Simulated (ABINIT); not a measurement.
# TlH3 (Pm-3m): zone-centre phonons

Which modes does TlH3 (Pm-3m) have at the zone centre?

Calculated with ABINIT 10.8.3; DFT LDA, scalar-relativistic, plane waves, HGH norm-conserving pseudopotentials.

Report form: the programs' logs are mostly left out.

The structure was built from a prototype and need not be the compound's stable phase.

## 1. Set-up

It takes space group Pm-3m (No. 221, cubic). Conventional cell: a = 4.433 Å, b = 4.433 Å, c = 4.433 Å, α = 90.00°, β = 90.00°, γ = 90.00°. Nearest to Tl lie 6 H at 2.22 Å. Nearest to H lie 2 Tl at 2.22 Å. Farther neighbours are not listed.

Coordinates:

```cif
data_structure
_symmetry_space_group_name_H-M 'P 1'
_symmetry_Int_Tables_number 1
_cell_length_a 4.4329
_cell_length_b 4.4329
_cell_length_c 4.4329
_cell_angle_alpha 90.000
_cell_angle_beta 90.000
_cell_angle_gamma 90.000
_cell_volume 87.11
loop_
_atom_site_label
_atom_site_type_symbol
_atom_site_fract_x
_atom_site_fract_y
_atom_site_fract_z
_atom_site_occupancy
Tl1 Tl 0.00000 0.00000 0.00000 1
H2 H 0.50000 0.00000 0.00000 1
H3 H 0.00000 0.50000 0.00000 1
H4 H 0.00000 0.00000 0.50000 1
```

## 2. A first look

A first run with smearing and empty bands tells whether the crystal has a gap, which decides between fixed occupations and smearing later on.

Contents of probe.abi:

```
# ground state
tolvrs 1.0d-08
prtden 1
prtwf 1

# basis, mesh and filling
ecut 35.0
ixc 7
ngkpt 4 4 4
nshiftk 1
shiftk 0.0 0.0 0.0
istwfk *1
occopt 7
tsmear 0.005
nband 8
nstep 100
diemac 9.0
prtebands 0
prtgsr 0

# cell and atoms
acell 8.376966938 8.376966938 8.376966938
rprim 
    1.0 0.0 0.0
    0.0 1.0 0.0
    0.0 0.0 1.0
ntypat 2
znucl 81 1
natom 4
typat 1 2 2 2
xred 
    0.0 0.0 0.0
    0.5 0.0 0.0
    0.0 0.5 0.0
    0.0 0.0 0.5
pp_dirpath "./pseudo"
pseudos "Tl.hgh, H.hgh"
```

Launch:

```bash
> OMP_NUM_THREADS=1 mpirun -n 2 abinit probe.abi > probe.log
```

Elapsed: 8.3 s, on 2 MPI ranks of Arm Neoverse N1, shared host.

Numbers from this step:

```
volume per atom   : 21.78 Å³
pressure          : -9.312 GPa
gap on the k-mesh : 0 eV
```

No gap opens on this mesh, so smearing is kept; the printed pressure holds the stress of the finite basis too.

## 3. Rough relaxation

The typed start is rough, so a first relaxation with smearing and loose thresholds takes it towards rest cheaply.

Contents of prerelax.abi:

```
# relaxation
ionmov 2
optcell 2
dilatmx 1.15
chkdilatmx 0
ntime 40
tolmxf 3.0d-04
tolvrs 1.0d-10
prtwf 0
prtden 0
chksymtnons 0

# basis, mesh and filling
ecut 35.0
ecutsm 3.0
ixc 7
ngkpt 4 4 4
nshiftk 1
shiftk 0.0 0.0 0.0
istwfk *1
occopt 7
tsmear 0.005
nband 8
nstep 100
diemac 1000000.0
prtebands 0
prtgsr 0

# cell and atoms
acell 8.376966938 8.376966938 8.376966938
rprim 
    1.0 0.0 0.0
    0.0 1.0 0.0
    0.0 0.0 1.0
ntypat 2
znucl 81 1
natom 4
typat 1 2 2 2
xred 
    0.0 0.0 0.0
    0.5 0.0 0.0
    0.0 0.5 0.0
    0.0 0.0 0.5
pp_dirpath "./pseudo"
pseudos "Tl.hgh, H.hgh"
```

Launch:

```bash
> OMP_NUM_THREADS=1 mpirun -n 2 abinit prerelax.abi > prerelax.log
```

Wall time 1.9 min (2 MPI ranks); 3.7 min of CPU time.

The steps of the relaxation:

| step | energy less that of the first step (eV) | largest force (eV/Å) | volume (Å³) |
| --- | --- | --- | --- |
| 1 | 0.0000 | 0.0000 | 87.11 |
| 2 | -0.1337 | 0.0000 | 84.73 |
| 3 | 7.7512 | 0.0000 | 22.55 |
| 4 | -0.8435 | 0.0000 | 71.83 |
| 5 | -1.2243 | 0.0000 | 63.76 |
| 6 | -1.4062 | 0.0000 | 47.34 |
| 7 | -1.4920 | 0.0000 | 53.67 |
| 8 | -1.4962 | 0.0000 | 52.57 |
| 9 | -1.4963 | 0.0000 | 52.44 |

| cell as run | before | after | change |
| --- | --- | --- | --- |
| a (Å) | 4.433 | 3.743 | -15.6 % |
| b (Å) | 4.433 | 3.743 | -15.6 % |
| c (Å) | 4.433 | 3.743 | -15.6 % |
| volume (Å³/atom) | 21.78 | 13.11 | -39.8 % |

Final coordinates:

```xyz
4
Lattice="3.7430 0.0000 0.0000 0.0000 3.7430 0.0000 0.0000 0.0000 3.7430" Properties=species:S:1:pos:R:3 pbc="T T T"
Tl    0.0000    0.0000    0.0000
H     1.8715    0.0000    0.0000
H     0.0000    1.8715    0.0000
H     0.0000    0.0000    1.8715
```

Read from the output:

| Item | Value |
| --- | --- |
| volume per atom | 13.11 Å³ |
| pressure | 0.003781 GPa |

The volume changes by -39.8 % in this run and stands -39.8 % from the first cell.

## 4. Rough relaxation

The cell changed much, so the rough relaxation is repeated on a basis made for the new cell.

Edit prerelax.abi of step 3 so:

```diff
@@ -29,3 +29,3 @@
 # cell and atoms
-acell 8.376966938 8.376966938 8.376966938
+acell 7.073170652 7.073170652 7.073170652
 rprim
```

It took 9.3 s on 2 MPI ranks.

Little changed from the start: no atom moved by 0.005 Å and no cell edge by 0.1 %.

Read from the output:

```
pressure : 0.003780 GPa
```

The volume changes by +0.0 % in this run and stands -39.8 % from the first cell.

## 5. Relaxing the cell and atoms

The harmonic expansion needs vanishing forces, and a free crystal bears no stress, so cell and atoms are brought to rest. Stress is more sensitive to the basis than forces are: the last 3 Ha under the cutoff are smoothed with ecutsm, and the cutoff is raised above that of the later runs.

relax.abi, as its differences from prerelax.abi of step 4:

```diff
@@ -3,7 +3,6 @@
 optcell 2
-dilatmx 1.15
-chkdilatmx 0
+dilatmx 1.08
 ntime 40
-tolmxf 3.0d-04
-tolvrs 1.0d-10
+tolmxf 1.0d-05
+tolvrs 1.0d-14
 prtwf 0
@@ -13,6 +12,6 @@
 # basis, mesh and filling
-ecut 35.0
+ecut 43.0
 ecutsm 3.0
 ixc 7
-ngkpt 4 4 4
+ngkpt 8 8 8
 nshiftk 1
@@ -21,3 +20,3 @@
 occopt 7
-tsmear 0.005
+tsmear 0.01
 nband 8
```

Launch:

```bash
> OMP_NUM_THREADS=1 mpirun -n 2 abinit relax.abi > relax.log
```

Elapsed: 82 s, on 2 MPI ranks; 2.7 min of CPU time.

The steps of the relaxation:

| step | energy less that of the first step (eV) | largest force (eV/Å) | volume (Å³) |
| --- | --- | --- | --- |
| 1 | 0.0000 | 0.0000 | 52.44 |
| 2 | -0.0001 | 0.0000 | 52.39 |
| 3 | -0.0003 | 0.0000 | 52.14 |

| conventional cell, symmetrised | before | after | change |
| --- | --- | --- | --- |
| a (Å) | 3.743 | 3.736 | -0.2 % |
| b (Å) | 3.743 | 3.736 | -0.2 % |
| c (Å) | 3.743 | 3.736 | -0.2 % |
| volume (Å³/atom) | 13.11 | 13.04 | -0.6 % |

Final coordinates:

```xyz
4
Lattice="3.7359 0.0000 0.0000 0.0000 3.7359 0.0000 0.0000 0.0000 3.7359" Properties=species:S:1:pos:R:3 pbc="T T T"
Tl    0.0000    0.0000    0.0000
H     1.8679    0.0000    0.0000
H     0.0000    1.8679    0.0000
H     0.0000    0.0000    1.8679
```

This step gave:

| Item | Value |
| --- | --- |
| volume per atom | 13.04 Å³ |
| pressure | 0.001792 GPa |

The volume changes by -0.6 % in this run and stands -40.1 % from the first cell.

## 6. Ground state

The response is built on these wavefunctions, so the potential is converged far more tightly than an energy would need. Smearing stays on, as the first look found no gap above 0.3 eV.

Contents of gs.abi:

```
# ground state
tolvrs 1.0d-16
prtden 1
prtwf 1

# basis, mesh and filling
ecut 35.0
ixc 7
ngkpt 8 8 8
nshiftk 1
shiftk 0.0 0.0 0.0
istwfk *1
occopt 7
tsmear 0.01
nband 8
nstep 100
diemac 1000000.0
prtebands 0
prtgsr 0

# cell and atoms
acell 7.059807334 7.059807334 7.059807334
rprim 
    1.0 0.0 0.0
    0.0 1.0 0.0
    0.0 0.0 1.0
ntypat 2
znucl 81 1
natom 4
typat 1 2 2 2
xred 
    0.0 0.0 0.0
    0.5 0.0 0.0
    0.0 0.5 0.0
    0.0 0.0 0.5
pp_dirpath "./pseudo"
pseudos "Tl.hgh, H.hgh"
```

Launch:

```bash
> OMP_NUM_THREADS=1 mpirun -n 2 abinit gs.abi > gs.log
```

Wall time 22 s (2 MPI ranks); 44 s of CPU time.

Numbers from this step:

- pressure: -0.5382 GPa

The cell stands at -0.54 GPa: the relaxation ran with a smoothed and higher cutoff, and the difference is a stress of the finite basis.

## 7. Zone-centre response

At q = 0 one unit cell holds all displacements. The response is solved for single atoms along the cell's directions, and symmetry skips those that follow from others. The crystal is treated as a metal, which screens a static field, so no field response is asked.

Contents of dfpt_gamma.abi:

```

# common to the responses
getwfk_filepath "gso_WFK"
kptopt 2
nqpt 1
qpt 0.0 0.0 0.0
asr 0
chneut 0

# displacements
rfphon 1
rfatpol 1 4
rfdir 1 1 1
tolvrs 1.0d-10
prtwf 0

# basis, mesh and filling
ecut 35.0
ixc 7
ngkpt 8 8 8
nshiftk 1
shiftk 0.0 0.0 0.0
istwfk *1
occopt 7
tsmear 0.01
nband 8
nstep 100
diemac 1000000.0
prtebands 0
prtgsr 0

# cell and atoms
acell 7.059807334 7.059807334 7.059807334
rprim 
    1.0 0.0 0.0
    0.0 1.0 0.0
    0.0 0.0 1.0
ntypat 2
znucl 81 1
natom 4
typat 1 2 2 2
xred 
    0.0 0.0 0.0
    0.5 0.0 0.0
    0.0 0.5 0.0
    0.0 0.0 0.5
pp_dirpath "./pseudo"
pseudos "Tl.hgh, H.hgh"
```

Launch:

```bash
> OMP_NUM_THREADS=1 mpirun -n 2 abinit dfpt_gamma.abi > dfpt_gamma.log
```

Wall time 2.2 min (2 MPI ranks).

Numbers from this step:

```yaml
largest_acoustic_frequency_at_the_zone_centre_before_the_sum_rule: -0.26 cm⁻¹
highest_optical_zone_centre_mode_no_lo_to_term: 1497 cm⁻¹
lowest_optical_zone_centre_mode: 181.2 cm⁻¹
```

The acoustic modes at Γ come out as far as 0.3 cm⁻¹ from zero, where they should vanish, a small numerical error.

## 8. Modes with the sum rule

anaddb reads the merged derivatives and imposes the acoustic sum rule.

Contents of anaddb.abi:

```
ddb_filepath "gamma_DDB"
output_file "anaddb.abo"
outdata_prefix "anaddb"
asr 1
chneut 1
enunit 2
eivec 1
nph1l 1
qph1l 0.0 0.0 0.0 1.0
```

Contents of mrgddb.in:

```
gamma_DDB
merged
2
dfpt_gammao_DDB
gso_DDB
```

Launch:

```bash
> mrgddb < mrgddb.in > mrgddb.log
> OMP_NUM_THREADS=1 anaddb anaddb.abi > anaddb.log
```

Elapsed: 0.59 s, on 1 thread.

No LO-TO term; unit eigenvectors of the mass-weighted matrix, from anaddb's displacements. Modes at Γ, with each element's share of the kinetic energy:

| mode | frequency (cm⁻¹) | symmetry | Tl % | H % |
| --- | --- | --- | --- | --- |
| 1 | 0.0 | acoustic | 99 | 1 |
| 2 | 0.0 | acoustic | 99 | 1 |
| 3 | 0.0 | acoustic | 99 | 1 |
| 4 | 181.2 | T1u | 1 | 99 |
| 5 | 181.2 | T1u | 1 | 99 |
| 6 | 181.2 | T1u | 1 | 99 |
| 7 | 374.8 | T2u | 0 | 100 |
| 8 | 374.8 | T2u | 0 | 100 |
| 9 | 374.8 | T2u | 0 | 100 |
| 10 | 1496.9 | T1u | 0 | 100 |
| 11 | 1496.9 | T1u | 0 | 100 |
| 12 | 1496.9 | T1u | 0 | 100 |

Displacements in mode 6 (181.2 cm⁻¹), the largest set to 1:
```
Tl1  0.01  0.00  0.00
H2  -0.41  0.00  0.00
H3  -1.00  0.00  0.00
H4  -1.00  0.00  0.00
```

Displacements in mode 12 (1496.9 cm⁻¹), the largest set to 1:
```
Tl1  0.00  0.00  0.00
H2  -1.00  0.00  0.00
H3   0.21  0.00  0.00
H4   0.21  0.00  0.00
```

The rule moves no optical mode by more than 0.1 cm⁻¹.

## 9. Sum rules set otherwise (asr 0)

Without the rule the raw error of the acoustic modes shows.

Edit anaddb.abi of step 8 so:

```diff
@@ -3,4 +3,4 @@
 outdata_prefix "anaddb"
-asr 1
-chneut 1
+asr 0
+chneut 0
 enunit 2
```

mrgddb.in is that of step 8.

It took 0.54 s on 1 thread.

Zone-centre frequencies as printed; negative means imaginary. Modes:

| mode | frequency (cm⁻¹) |
| --- | --- |
| 1 | -0.26 |
| 2 | -0.26 |
| 3 | -0.26 |
| 4 | 181.2 |
| 5 | 181.2 |
| 6 | 181.2 |
| 7 | 374.8 |
| 8 | 374.8 |
| 9 | 374.8 |
| 10 | 1497 |
| 11 | 1497 |
| 12 | 1497 |

## 10. Results

```json
{
  "space group after relaxation": "Pm-3m",
  "volume per atom": "13.0 Å³",
  "highest optical zone-centre mode (no LO-TO term)": "1497 cm⁻¹",
  "lowest optical zone-centre mode": "181.2 cm⁻¹",
  "imaginary optical modes at the zone centre (no q mesh in this session)": "none"
}
```

In words: At the LDA level the optical modes of TlH3 (Pm-3m) at the zone centre run from 181 to 1497 cm⁻¹. The base run prints -0.54 GPa, mostly the error of a finite basis; the relaxation, with a smoothed and higher cutoff, had brought the cell to rest. These are harmonic frequencies at zero temperature: anharmonic shifts and linewidths and thermal expansion are left out. Spin-orbit coupling is left out, which can matter for the heavy elements here. The HGH files keep few electrons and have no core correction, which is cheap but rough for Tl. In a metal the frequencies hang on the k mesh and the smearing, most of all near Kohn anomalies. The structure is a hypothetical one, built on a prototype.

[Host names and launcher messages were left out of these logs when they were recorded.]

[Logs are printed without paths, hosts, clocks, repeated set-up lines and the standing remarks that a program may print on its own settings, such as how far it seeks lower states.]

[Hosts, paths, dates, database ids (printed as entryN), source tags and the programs' standing remarks are cut or masked in the printed files.]
